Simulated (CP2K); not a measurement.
Two runs for the C K edge of 5-carboxypyrimidine. Run A: CP2K XAS_TDP, all-electron GAPW, PBEh(45%), aug-cc-pVDZ, TDA, no relativity. Run B differs in one setting.

First lines with a strength over 0.0015. A:

```csv
atom,energy (eV),states,"strength, one atom"
C2 (bonded to C and 2 O),283.40,1,0.0676
,288.03,1,0.0142
,288.34,1,0.0041
,289.90,1,0.0026
,290.27,1,0.0054
C4 (bonded to 3 C),281.38,1,0.0333
,284.91,1,0.0181
,285.52,1,0.0034
,286.65,1,0.0031
,286.91,1,0.0033
"C5 (bonded to C, N and H)",281.30,1,0.0609
,286.22,1,0.0105
,287.21,1,0.0066
,287.57,1,0.0017
,288.80,1,0.0061
C7 (bonded to 2 N and H),281.72,1,0.0611
,286.60,1,0.0135
,287.06,1,0.0057
,287.42,1,0.0033
,288.00,1,0.0034
```

B:

```csv
atom,energy (eV),states,"strength, one atom"
C2 (bonded to C and 2 O),289.99,1,0.0661
,294.62,1,0.0139
,294.93,1,0.0040
,296.49,1,0.0026
,296.85,1,0.0052
C4 (bonded to 3 C),286.90,1,0.0327
,290.44,1,0.0178
,291.05,1,0.0033
,292.18,1,0.0030
,292.43,1,0.0032
"C5 (bonded to C, N and H)",287.22,1,0.0597
,292.14,1,0.0103
,293.13,1,0.0065
,293.50,1,0.0017
,294.72,1,0.0059
C7 (bonded to 2 N and H),287.43,1,0.0599
,292.31,1,0.0133
,292.77,1,0.0056
,293.13,1,0.0033
,293.71,1,0.0033
```

**Question.** Which was it: GW2X switched on, scalar relativity switched on, the basis, the functional?

GW2X switched on. GW2X shifts an atom's lines together and keeps their spacings. Against PBEh(45%) in aug-cc-pVDZ, the leading lines move by +6.59 eV (C2, to 289.99), +5.52 eV (C4, to 286.90), +5.92 eV (C5, to 287.22) and +5.71 eV (C7, to 287.43).

[Banner, clock and machine lines of the logs are left out without a mark of their own.]

[Logs are printed without paths, hosts, clocks, repeated set-up lines and the standing remarks that a program may print on its own settings, such as how far it seeks lower states.]

[Hosts, paths, dates, database ids (printed as entryN), source tags and the programs' standing remarks are cut or masked in the printed files.]
